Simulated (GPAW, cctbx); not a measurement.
# Mg3Mn3VSb: what bonding does to one electron reflection, worked out

Mg3Mn3VSb, Amm2 (no. 38), a = 4.6440 Å, b = 5.8708 Å, c = 10.1266 Å, α = 90.00°, β = 90.00°, γ = 90.00°.

| atom | mult. | x | y | z |
| --- | --- | --- | --- | --- |
| Sb1 | 2 | 1/2 | 1/2 | 0.1709 |
| Mn1 | 2 | 0 | 1/2 | 5/6 |
| Mn2 | 4 | 0 | 0.7608 | 0.0765 |
| V1 | 2 | 0 | 1/2 | 0.3508 |
| Mg1 | 2 | 1/2 | 1/2 | 0.6670 |
| Mg2 | 4 | 1/2 | 0.7418 | 0.9188 |

The cell comes from substitution in a known structure type and wasn't matched to any measured phase.

A DFT run (GPAW, PBE, 450 eV, 5×5×5 k-points, Fermi–Dirac width 0.1 eV, spin-polarised) gives the static X-ray structure factor of 100 as 20.466 e for the conventional cell; superposed free atoms give 18.915 e. **Problem.** Find the Fourier component V of the crystal potential and the two-beam extinction distance at 300 kV in both cases.

## Step 1: Geometry

The cell volume is Ω = 276.09 Å³ and d(100) = 4.6440 Å, so g = 1/d = 0.2153 Å⁻¹.

## Step 2: The nuclei

Electrons feel nuclei as well as electrons, so the nuclear charges are summed with the same phases.

Phase sums Σ exp(2πi h·x), turned so that the total is real and positive: Sb -2.000, Mn +6.000, V +2.000, Mg -6.000. Then F_Z = 51 × (-2.000) + 25 × (+6.000) + 23 × (+2.000) + 12 × (-6.000) = 22.00 e. The electron term has the same sign for this reflection.

## Step 3: Mott–Bethe

Poisson's equation, term by term, gives V = (e/4πε₀)(F_Z − F)/(πΩg²), with e/4πε₀ = 14.3996 V Å.

The prefactor is 14.3996 × 4.6440²/(π × 276.09) = 0.35804 V per electron. Free atoms: (22.00 − 18.915) × 0.35804 = 1.105 V. Crystal: (22.00 − 20.466) × 0.35804 = 0.549 V. F changes by +8.20 % and V by -50.3 %: the same 1.55 e is measured against F_Z − F = 3.1 e in place of F = 18.9 e.

## Step 4: Extinction distance

In the two-beam case ξ = 1/(λU) with U = 2γm₀eV/h², that is ξ = 150.41 V Å²/(γλV).

At 300 kV, λ = 0.01969 Å and γ = 1.5871. Free atoms: ξ = 4358 Å. Crystal: ξ = 8765 Å. The thickness fringes go as sin²(πt/ξ), so the two patterns slip by a quarter of a period when t|1/ξ₁ − 1/ξ₀| = 1/4, at t ≈ 217 nm. Thermal motion, absorption and many-beam coupling, left out here, change a real pattern.

## Step 5: Answer

V(100) is 0.55 V against 1.10 V, and ξ is 8765 against 4358 Å. Limits: static atoms, two beams; a ferromagnetic start is the only order tried, and the real ground state may be antiferromagnetic or insulating.
